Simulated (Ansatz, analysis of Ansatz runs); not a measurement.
# Migration barrier of interstitial H in bcc Mo, hop from a tetrahedral to the next tetrahedral site (PBE), part 2 of 2

How near does this set-up come to the measured migration barrier? Subject: interstitial H in bcc Mo, hop from a tetrahedral to the next tetrahedral site. Set-up: PBE, 54-site cell, PBE lattice, 420 eV, k: 3x3x3 Gamma-centred. The model is a cell of 54 host atoms with 1 H put in. The barrier is the energy of the highest image of a climbing band over the relaxed site that the atom leaves. A larger cell tests how far the defect's images disturb the number.

Ansatz 0.2.0; PBE, 54-site cell, PBE lattice, 420 eV, k: 3x3x3 Gamma-centred.

So far: Starting point; Relaxation, charge 0.

## (3) Nudged elastic band

A band of images joins the two ends; its highest image climbs to the saddle, whose energy over the site left is the barrier.

This step: plane-wave PAW DFT, PBE; nudged elastic band between two relaxed defect structures at fixed charge.

neb/input.yaml reads:

```yaml
crystal:
  lattice:
    - [9.48346714, 0.0, 0.0]
    - [0.0, 9.48346714, 0.0]
    - [0.0, 0.0, 9.48346714]
  atoms:
    - { symbol: Mo, position: [0.000687302, -1.5859e-05, 0.0] }
    - { symbol: Mo, position: [0.166560742, 0.166251506, 0.166268849] }
    - { symbol: Mo, position: [-0.001006418, -0.000725045, 0.332701127] }
    - { symbol: Mo, position: [0.162362633, 0.159910766, 0.5] }
    - { symbol: Mo, position: [-0.001006418, -0.000725045, 0.667298873] }
    - { symbol: Mo, position: [0.166560742, 0.166251506, 0.833731151] }
    - { symbol: Mo, position: [-0.000125298, 0.333333333, 0.0] }
    - { symbol: Mo, position: [0.166560742, 0.50041516, 0.166268849] }
    - { symbol: Mo, position: [-0.000625351, 0.333333333, 0.33225894] }
    - { symbol: Mo, position: [0.162362633, 0.5067559, 0.5] }
    - { symbol: Mo, position: [-0.000625351, 0.333333333, 0.66774106] }
    - { symbol: Mo, position: [0.166560742, 0.50041516, 0.833731151] }
    - { symbol: Mo, position: [0.000687302, 0.666682526, 0.0] }
    - { symbol: Mo, position: [0.166229282, 0.833333333, 0.16665467] }
    - { symbol: Mo, position: [-0.001006418, 0.667391712, 0.332701127] }
    - { symbol: Mo, position: [0.166785095, 0.833333333, 0.5] }
    - { symbol: Mo, position: [-0.001006418, 0.667391712, 0.667298873] }
    - { symbol: Mo, position: [0.166229282, 0.833333333, 0.83334533] }
    - { symbol: Mo, position: [0.333770718, -1.1997e-05, 0.0] }
    - { symbol: Mo, position: [0.501006418, 0.16603446, 0.165941622] }
    - { symbol: Mo, position: [0.333439258, -0.000397817, 0.332918173] }
    - { symbol: Mo, position: [0.500625351, 0.165592274, 0.5] }
    - { symbol: Mo, position: [0.333439258, -0.000397817, 0.667081827] }
    - { symbol: Mo, position: [0.501006418, 0.16603446, 0.834058378] }
    - { symbol: Mo, position: [0.333214905, 0.333333333, 0.0] }
    - { symbol: Mo, position: [0.501006418, 0.500632206, 0.165941622] }
    - { symbol: Mo, position: [0.337637367, 0.333333333, 0.326577433] }
    - { symbol: Mo, position: [0.500625351, 0.501074393, 0.5] }
    - { symbol: Mo, position: [0.337637367, 0.333333333, 0.673422567] }
    - { symbol: Mo, position: [0.501006418, 0.500632206, 0.834058378] }
    - { symbol: Mo, position: [0.333770718, 0.666678664, 0.0] }
    - { symbol: Mo, position: [0.499312698, 0.833333333, 0.166650807] }
    - { symbol: Mo, position: [0.333439258, 0.667064484, 0.332918173] }
    - { symbol: Mo, position: [0.500125298, 0.833333333, 0.5] }
    - { symbol: Mo, position: [0.333439258, 0.667064484, 0.667081827] }
    - { symbol: Mo, position: [0.499312698, 0.833333333, 0.833349193] }
    - { symbol: Mo, position: [0.667463656, -5.7943e-05, 0.0] }
    - { symbol: Mo, position: [0.833515343, 0.166632309, 0.166634902] }
    - { symbol: Mo, position: [0.666484657, -3.1764e-05, 0.333298976] }
    - { symbol: Mo, position: [0.832037493, 0.166555101, 0.5] }
    - { symbol: Mo, position: [0.666484657, -3.1764e-05, 0.666701024] }
    - { symbol: Mo, position: [0.833515343, 0.166632309, 0.833365098] }
    - { symbol: Mo, position: [0.666758121, 0.333333333, 0.0] }
    - { symbol: Mo, position: [0.833515343, 0.500034357, 0.166634902] }
    - { symbol: Mo, position: [0.667962507, 0.333333333, 0.333221768] }
    - { symbol: Mo, position: [0.832037493, 0.500111565, 0.5] }
    - { symbol: Mo, position: [0.667962507, 0.333333333, 0.666778232] }
    - { symbol: Mo, position: [0.833515343, 0.500034357, 0.833365098] }
    - { symbol: Mo, position: [0.667463656, 0.66672461, 0.0] }
    - { symbol: Mo, position: [0.832536344, 0.833333333, 0.166608724] }
    - { symbol: Mo, position: [0.666484657, 0.666698431, 0.333298976] }
    - { symbol: Mo, position: [0.833241879, 0.833333333, 0.5] }
    - { symbol: Mo, position: [0.666484657, 0.666698431, 0.666701024] }
    - { symbol: Mo, position: [0.832536344, 0.833333333, 0.833391276] }
    - { symbol: H, position: [0.25, 0.333333333, 0.5] }
basis:
  ecutwfc: 420
  xc_grid: 2
hamiltonian:
  xc: pbe
kpoints:
  mp_grid: { grid: [3, 3, 3] }
scf:
  occupations: { method: methfessel_paxton, width: 0.1 }
  max_iter: 120
output:
  forces: true
neb:
  images: 3
  f_tol: 0.04
  climbing: true
  initial_path: idpp
  max_iterations: 45
  order_check: false
  final_atoms:
    - { symbol: Mo, position: [2.3855e-05, -3.1763e-05, 0.000354483] }
    - { symbol: Mo, position: [0.166724882, 0.165592271, 0.166213764] }
[... 1 atom line left out ...]
    - { symbol: Mo, position: [0.166724882, 0.159910735, 0.504476524] }
[... 4 atom lines left out ...]
    - { symbol: Mo, position: [-0.006697716, 0.333333333, 0.329201757] }
    - { symbol: Mo, position: [0.166724882, 0.506755932, 0.504476524] }
    - { symbol: Mo, position: [-0.001016179, 0.333333333, 0.667464518] }
[... 9 atom lines left out ...]
    - { symbol: Mo, position: [0.333806717, -0.000397826, 0.333399894] }
    - { symbol: Mo, position: [0.500456042, 0.166251499, 0.500278387] }
    - { symbol: Mo, position: [0.334023743, -0.000725043, 0.667845562] }
[... 3 atom lines left out ...]
    - { symbol: Mo, position: [0.340147481, 0.333333333, 0.329201757] }
    - { symbol: Mo, position: [0.500456042, 0.500415168, 0.500278387] }
    - { symbol: Mo, position: [0.334465944, 0.333333333, 0.667464518] }
[... 25 atom lines left out ...]
    - { symbol: H, position: [0.166724882, 0.333333333, 0.416839141] }
```

Launch:

```sh
> ansatz run input.yaml --threads 4 --pin off --max-ram 14131MiB --backend cpu --events-out ev --progress --plain --runs-dir out
```

Numbers of over 12 decimals in the logs are rounded to 6 here.

The log of the run:

```text
[...]
Warning: neb: disabling space-group detection — the band's intermediate images generally break the endpoint symmetry, so no spatial operation reduces the k-mesh or symmetrises the density, except that a semilocal band can use its path's symmetry ahead of [...]
[...]
NEB image 0
Crystal: 55 atoms, lattice volume = 852.907 Å³
Basis set: ecut = 420 eV, 16831 PW (Γ), exchange–correlation on 128×128×128 points (8 copies of the dense FFT grid, shifted against one another)
Bands: 455, of which v1, the nominal top of the filled ones, is band 379 counted from 1 (378 counted from 0)
Symmetry: 1 space group operations
k-points: 14 of 27 (time reversal used)
[...]
SCF iter   1: F=—  HF=-267640.571221 eV  |F-HF|=—  |Δ(HF+E_count)|=         —  Δρ=3.37e-3  dr2=3.03e-1  ethr=1.77e-3  ⟨swp⟩=4.6  Hψ=20859  notcnv=0
[...]
SCF iter   7: F=-267640.567710 eV  HF=-267640.567710 eV  |F-HF|=2.27e-9  |Δ(HF+E_count)|=   1.08e-8  S|Δr|=    0.00e0  Δρ=5.48e-7  dr2=3.67e-9  ethr=1.32e-11  ⟨swp⟩=3.0  Hψ=17029  notcnv=0
SCF 1 converged in 7 iterations: F = -267640.567710 eV  dr2 = 3.67e-9
[...]
NSCF: frozen V_eff on 14 k-points
NEB image 4
SCF iter   1: F=—  HF=-267640.571332 eV  |F-HF|=—  |Δ(HF+E_count)|=         —  Δρ=3.37e-3  dr2=3.03e-1  ethr=1.77e-3  ⟨swp⟩=4.6  Hψ=20859  notcnv=0
[...]
SCF iter   7: F=-267640.567710 eV  HF=-267640.567710 eV  |F-HF|=2.21e-9  |Δ(HF+E_count)|=   1.08e-8  S|Δr|=    0.00e0  Δρ=5.48e-7  dr2=3.62e-9  ethr=1.32e-11  ⟨swp⟩=3.0  Hψ=17035  notcnv=0
SCF 2 converged in 7 iterations: F = -267640.567710 eV  dr2 = 3.62e-9
[...]
NEB end point (image 0): max|allowed force component| = 8.490e-3 eV/Å (the criterion of neb.relax_end_points is 1.000e-2)
NEB end point (image 4): max|allowed force component| = 8.491e-3 eV/Å (the criterion of neb.relax_end_points is 1.000e-2)
NEB image 1
SCF iter   1: F=—  HF=-267640.427924 eV  |F-HF|=—  |Δ(HF+E_count)|=         —  Δρ=3.39e-3  dr2=3.36e-1  ethr=1.77e-3  ⟨swp⟩=4.6  Hψ=20886  notcnv=0
[...]
SCF iter   7: F=-267640.424035 eV  HF=-267640.424035 eV  |F-HF|=1.69e-9  |Δ(HF+E_count)|=   1.16e-8  S|Δr|=    0.00e0  Δρ=5.62e-7  dr2=3.11e-9  ethr=1.32e-11  ⟨swp⟩=3.0  Hψ=17026  notcnv=0
SCF 3 converged in 7 iterations: F = -267640.424035 eV  dr2 = 3.11e-9
NEB image 2
SCF iter   1: F=—  HF=-267640.306972 eV  |F-HF|=—  |Δ(HF+E_count)|=         —  Δρ=3.41e-3  dr2=3.63e-1  ethr=1.77e-3  ⟨swp⟩=4.6  Hψ=20910  notcnv=0
[...]
SCF iter   7: F=-267640.302040 eV  HF=-267640.302040 eV  |F-HF|=1.86e-9  |Δ(HF+E_count)|=   1.12e-8  S|Δr|=    0.00e0  Δρ=5.70e-7  dr2=3.29e-9  ethr=1.32e-11  ⟨swp⟩=3.0  Hψ=17017  notcnv=0
SCF 4 converged in 7 iterations: F = -267640.302040 eV  dr2 = 3.29e-9
NEB image 3
SCF iter   1: F=—  HF=-267640.428003 eV  |F-HF|=—  |Δ(HF+E_count)|=         —  Δρ=3.39e-3  dr2=3.36e-1  ethr=1.77e-3  ⟨swp⟩=4.6  Hψ=20918  notcnv=0
[...]
SCF iter   7: F=-267640.424035 eV  HF=-267640.424035 eV  |F-HF|=1.80e-9  |Δ(HF+E_count)|=   1.15e-8  S|Δr|=    0.00e0  Δρ=5.62e-7  dr2=3.06e-9  ethr=1.32e-11  ⟨swp⟩=3.0  Hψ=17032  notcnv=0
SCF 5 converged in 7 iterations: F = -267640.424035 eV  dr2 = 3.06e-9
NEB iter   1: max|band force component| = 6.985e-1 eV/Å  barrier→ = 0.2657 eV  barrier← = 0.2657 eV  Δτ_max = 0.1374 Å  (35 SCF iters)
NEB image 1
[...]
iter 1 solved again at ethr=6.01e-5 eV; its pass at ethr=3.10e-3 eV (dr2=4.55e-1 eV) is discarded
[...]
SCF iter   7: F=-267640.356282 eV  HF=-267640.356282 eV  |F-HF|=3.78e-9  |Δ(HF+E_count)|=   5.24e-9  S|Δr|=    0.00e0  Δρ=6.62e-7  dr2=5.88e-9  ethr=1.32e-11  ⟨swp⟩=4.2  Hψ=18725  notcnv=0
SCF 6 converged in 7 iterations: F = -267640.356282 eV  dr2 = 5.88e-9
NEB image 2
[...]
SCF iter   7: F=-267640.166498 eV  HF=-267640.166498 eV  |F-HF|=7.22e-9  |Δ(HF+E_count)|=   9.20e-9  S|Δr|=    0.00e0  Δρ=8.61e-7  dr2=1.06e-8  ethr=1.32e-11  ⟨swp⟩=4.4  Hψ=19316  notcnv=0
SCF 7 converged in 7 iterations: F = -267640.166498 eV  dr2 = 1.06e-8
NEB image 3
[...]
SCF iter   7: F=-267640.356282 eV  HF=-267640.356282 eV  |F-HF|=3.67e-9  |Δ(HF+E_count)|=   6.52e-9  S|Δr|=    0.00e0  Δρ=6.75e-7  dr2=5.68e-9  ethr=1.32e-11  ⟨swp⟩=4.4  Hψ=18929  notcnv=0
SCF 8 converged in 7 iterations: F = -267640.356282 eV  dr2 = 5.68e-9
NEB iter   2: max|band force component| = 1.151e0 eV/Å  barrier→ = 0.4012 eV  barrier← = 0.4012 eV  Δτ_max = 0.0691 Å  (21 SCF iters)
NEB image 1
[...]
SCF iter   7: F=-267640.481558 eV  HF=-267640.481558 eV  |F-HF|=1.34e-9  |Δ(HF+E_count)|=  9.90e-10  S|Δr|=    0.00e0  Δρ=4.64e-7  dr2=2.43e-9  ethr=1.32e-11  ⟨swp⟩=3.9  Hψ=16533  notcnv=0
SCF 9 converged in 7 iterations: F = -267640.481558 eV  dr2 = 2.43e-9
NEB image 2
[...]
SCF iter   7: F=-267640.380781 eV  HF=-267640.380781 eV  |F-HF|=2.15e-9  |Δ(HF+E_count)|=   2.97e-9  S|Δr|=    0.00e0  Δρ=5.31e-7  dr2=3.42e-9  ethr=1.32e-11  ⟨swp⟩=3.8  Hψ=16798  notcnv=0
SCF 10 converged in 7 iterations: F = -267640.380781 eV  dr2 = 3.42e-9
NEB image 3
[...]
SCF iter   7: F=-267640.481558 eV  HF=-267640.481558 eV  |F-HF|=1.40e-9  |Δ(HF+E_count)|=  9.90e-10  S|Δr|=    0.00e0  Δρ=4.66e-7  dr2=2.46e-9  ethr=1.32e-11  ⟨swp⟩=3.9  Hψ=16785  notcnv=0
SCF 11 converged in 7 iterations: F = -267640.481558 eV  dr2 = 2.46e-9
NEB iter   3: max|band force component| = 2.943e-1 eV/Å  barrier→ = 0.1869 eV  barrier← = 0.1869 eV  CI = image 2  Δτ_max = 0.0337 Å  (21 SCF iters)
[...]
NEB iter   4: max|band force component| = 8.294e-2 eV/Å  barrier→ = 0.1685 eV  barrier← = 0.1685 eV  CI = image 2  Δτ_max = 0.0354 Å  (16 SCF iters)
[...]
NEB iter   5: max|band force component| = 4.754e-2 eV/Å  barrier→ = 0.1647 eV  barrier← = 0.1647 eV  CI = image 2  Δτ_max = 0.0063 Å  (15 SCF iters)
NEB image 1
[...]
SCF iter   5: F=-267640.486210 eV  HF=-267640.486210 eV  |F-HF|=3.14e-9  |Δ(HF+E_count)|=   6.00e-9  S|Δr|=    0.00e0  Δρ=4.04e-7  dr2=3.78e-9  ethr=1.03e-11  ⟨swp⟩=1.1  Hψ=15152  notcnv=0
SCF 18 converged in 5 iterations: F = -267640.486210 eV  dr2 = 3.78e-9
NEB image 2
[...]
SCF iter   5: F=-267640.403468 eV  HF=-267640.403468 eV  |F-HF|=4.77e-9  |Δ(HF+E_count)|=   1.45e-8  S|Δr|=    0.00e0  Δρ=7.82e-7  dr2=7.30e-9  ethr=1.32e-11  ⟨swp⟩=4.1  Hψ=17888  notcnv=0
SCF 19 converged in 5 iterations: F = -267640.403468 eV  dr2 = 7.30e-9
NEB image 3
[...]
SCF iter   5: F=-267640.486210 eV  HF=-267640.486210 eV  |F-HF|=3.03e-9  |Δ(HF+E_count)|=   6.05e-9  S|Δr|=    0.00e0  Δρ=4.05e-7  dr2=3.71e-9  ethr=1.04e-11  ⟨swp⟩=1.1  Hψ=15177  notcnv=0
SCF 20 converged in 5 iterations: F = -267640.486210 eV  dr2 = 3.71e-9
NEB image 1
[...]
NEB image 3
[...]
NEB image 2
[...]
NEB iter   6: max|band force component| = 1.875e-2 eV/Å  barrier→ = 0.1642 eV  barrier← = 0.1642 eV  CI = image 2  Δτ_max = 0.0000 Å  (15 SCF iters)
SCF converged after 5 iterations
[...]
Free energy (F): -267640.403468 eV
[...]
Internal energy: -267640.367941 eV  (E = F + TS)
E sigma→0 (E₀):  -267640.394586 eV
Entropy (-TS):   -0.035527 eV (-0.646 meV/atom)
Fermi energy:    20.818698 eV
[...]
--- Forces (eV/Å), atoms counted from 1 ---
  atom   1  Mo     0.00133754    -0.00054019    -0.00003813
  atom   2  Mo    -0.00012548    -0.00228203     0.00554323
  [... 1 atom left out ...]
  atom   4  Mo    -0.00682268     0.00518717     0.00682244
  [... 4 atoms left out ...]
  atom   9  Mo     0.01875353    -0.00012230     0.00256266
  atom  10  Mo    -0.00689999    -0.00554029     0.00689981
  atom  11  Mo     0.00588276    -0.00016891    -0.00588256
  [... 10 atoms left out ...]
  atom  22  Mo    -0.00554320    -0.00228224     0.00012552
  atom  23  Mo    -0.00001898    -0.00377220     0.00329684
  [... 3 atoms left out ...]
  atom  27  Mo     0.00226318    -0.00019617    -0.00226179
  atom  28  Mo    -0.00550508     0.00210462     0.00006249
  atom  29  Mo    -0.00256245    -0.00012226    -0.01875367
  [... 25 atoms left out ...]
  atom  55  H     -0.00208785     0.00042281     0.00208779
  max |Σ_I F_I| component: 1.60e-5 eV/Å
--- Band table (eV; the first three rows and the last of 14) ---
[...]
[... further k-points left out ...]
this run last wrote the band of iteration 6 to <dir>
--- NEB band (5 images, 6 band iterations, 123 SCF iterations) ---
  forward barrier  = 0.164242 eV
  backward barrier = 0.164242 eV
  lagrangian_above_aufbau_ev (what the smearing adds, to first order; not taken off the barriers): saddle image -0.022804 eV, end points -0.022651 and -0.022651 eV
  climbing image's point = of an order that was not read
  energies are F+E_penalty+E_count in eV, relative to image 0
  image     s (Å)  Δ vs image 0  max|band force component| (eV/Å)
      0    0.0000      0.000000                                 —
      1    0.2891      0.081500                          1.440e-2
  *   2    0.5782      0.164242                          1.875e-2
      3    0.8673      0.081500                          1.440e-2
      4    1.1564      0.000000                                 —
  climbing-image geometry (image 2):
  cell:  # Å, volume = 852.9065 Å³
    - [9.48346714, 0.0, 0.0]
    - [0.0, 9.48346714, 0.0]
    - [0.0, 0.0, 9.48346714]
  atoms:
    - { symbol: Mo, position: [0.000378, 0.000155, 0.000278] }
    - { symbol: Mo, position: [0.166937, 0.165936, 0.166651] }
    - { symbol: Mo, position: [-0.000821, -0.001000, 0.332928] }
    - { symbol: Mo, position: [0.163852, 0.154557, 0.502930] }
    - { symbol: Mo, position: [-0.001445, -0.001332, 0.668227] }
    - { symbol: Mo, position: [0.166698, 0.166502, 0.834060] }
    - { symbol: Mo, position: [0.000114, 0.333333, -3.445467737489159e-5] }
    - { symbol: Mo, position: [0.166935, 0.500734, 0.166650] }
    - { symbol: Mo, position: [0.000449, 0.333335, 0.332905] }
    - { symbol: Mo, position: [0.163855, 0.512105, 0.502927] }
    - { symbol: Mo, position: [-0.001231, 0.333336, 0.668013] }
    - { symbol: Mo, position: [0.166697, 0.500165, 0.834059] }
    - { symbol: Mo, position: [0.000380, 0.666509, 0.000280] }
    - { symbol: Mo, position: [0.166811, 0.833335, 0.166278] }
    - { symbol: Mo, position: [-0.000821, 0.667667, 0.332929] }
    - { symbol: Mo, position: [0.166941, 0.833330, 0.499841] }
    - { symbol: Mo, position: [-0.001446, 0.668003, 0.668228] }
    - { symbol: Mo, position: [0.166304, 0.833333, 0.833705] }
    - { symbol: Mo, position: [0.333804, 0.000181, 5.0040717509654754e-5] }
    - { symbol: Mo, position: [0.501329, 0.166056, 0.165453] }
    - { symbol: Mo, position: [0.333943, -0.000695, 0.332839] }
    - { symbol: Mo, position: [0.500131, 0.165936, 0.499845] }
    - { symbol: Mo, position: [0.333854, -0.001000, 0.667603] }
    - { symbol: Mo, position: [0.500147, 0.166777, 0.832845] }
    - { symbol: Mo, position: [0.333380, 0.333334, -0.001780] }
    - { symbol: Mo, position: [0.501327, 0.500608, 0.165455] }
    - { symbol: Mo, position: [0.339855, 0.333336, 0.326927] }
    - { symbol: Mo, position: [0.500132, 0.500734, 0.499847] }
    - { symbol: Mo, position: [0.333877, 0.333335, 0.666333] }
    - { symbol: Mo, position: [0.500146, 0.499888, 0.832847] }
    - { symbol: Mo, position: [0.333807, 0.666486, 5.065155715513906e-5] }
    - { symbol: Mo, position: [0.500101, 0.833331, 0.166681] }
    - { symbol: Mo, position: [0.333942, 0.667361, 0.332840] }
    - { symbol: Mo, position: [0.500504, 0.833335, 0.499971] }
    - { symbol: Mo, position: [0.333853, 0.667667, 0.667603] }
    - { symbol: Mo, position: [0.499550, 0.833332, 0.833715] }
    - { symbol: Mo, position: [0.667178, 0.000221, -0.000396] }
    - { symbol: Mo, position: [0.833937, 0.166777, 0.166635] }
    - { symbol: Mo, position: [0.666732, 0.000181, 0.332978] }
    - { symbol: Mo, position: [0.832722, 0.166502, 0.500084] }
    - { symbol: Mo, position: [0.666504, 0.000155, 0.666404] }
    - { symbol: Mo, position: [0.833420, 0.166806, 0.833362] }
    - { symbol: Mo, position: [0.666803, 0.333337, -2.0980608774598724e-5] }
    - { symbol: Mo, position: [0.833935, 0.499888, 0.166636] }
    - { symbol: Mo, position: [0.668562, 0.333334, 0.333402] }
    - { symbol: Mo, position: [0.832723, 0.500165, 0.500085] }
    - { symbol: Mo, position: [0.666816, 0.333333, 0.666668] }
    - { symbol: Mo, position: [0.833420, 0.499860, 0.833362] }
    - { symbol: Mo, position: [0.667180, 0.666452, -0.000398] }
    - { symbol: Mo, position: [0.833067, 0.833332, 0.167232] }
    - { symbol: Mo, position: [0.666731, 0.666486, 0.332975] }
    - { symbol: Mo, position: [0.833077, 0.833333, 0.500478] }
    - { symbol: Mo, position: [0.666502, 0.666509, 0.666402] }
    - { symbol: Mo, position: [0.832359, 0.833333, 0.834423] }
    - { symbol: H, position: [0.203998, 0.333328, 0.462784] }
```

Wall time 1.6 h (4 threads of Arm Neoverse V1, shared host); peak memory 11 GiB; 6.2 h of CPU time.

In the SCF lines HF is the Harris–Foulkes energy and dr2 the Hartree energy of the density residual, in eV; the loop may stop once dr2 is under the threshold and the program's other checks hold. Hψ counts applications of the Hamiltonian.

Images along the path:

```
image  path (Å)  energy (eV)     H55: x, y, z (Å)
    0     0.000       0.0000  2.371, 3.161, 4.742
    1     0.289       0.0815  2.143, 3.161, 4.588
    2     0.578       0.1642  1.935, 3.161, 4.389
    3     0.867       0.0815  1.735, 3.161, 4.181
    4     1.156       0.0000  1.581, 3.161, 3.953
```

Read from the output:

```yaml
free_energy: -267640.4035 eV
smearing_term_ts: 0.03553 eV
barrier_forward: 0.1642 eV
barrier_backward: 0.1642 eV
```

## (4) Results

| Item | Value |
| --- | --- |
| migration barrier (saddle less minimum) | 0.16 eV |
| energy difference of the two ends | 0.00 eV |
| length of the hop | 1.12 Å |
| time of the whole chain | 1.9 h on 4 threads |

What this shows: Migration barrier: computed 0.16 eV, measured 0.185 eV and 0.17 eV; 0.01 eV below the nearest measurement. The measured number is an Arrhenius activation energy of long-range diffusion; for H it holds zero-point energy and, in bcc metals near room temperature, tunnelling. One hop between neighbouring sites is computed at the host's lattice.

[Logs are printed without paths, hosts, clocks, repeated set-up lines and the standing remarks that a program may print on its own settings, such as how far it seeks lower states.]

[Hosts, paths, dates, database ids (printed as entryN), source tags and the programs' standing remarks are cut or masked in the printed files.]

[For some hosts the program warned that the k-mesh of the response run may be too coarse for force constants and the static dielectric constant; such warnings are not shown here.]
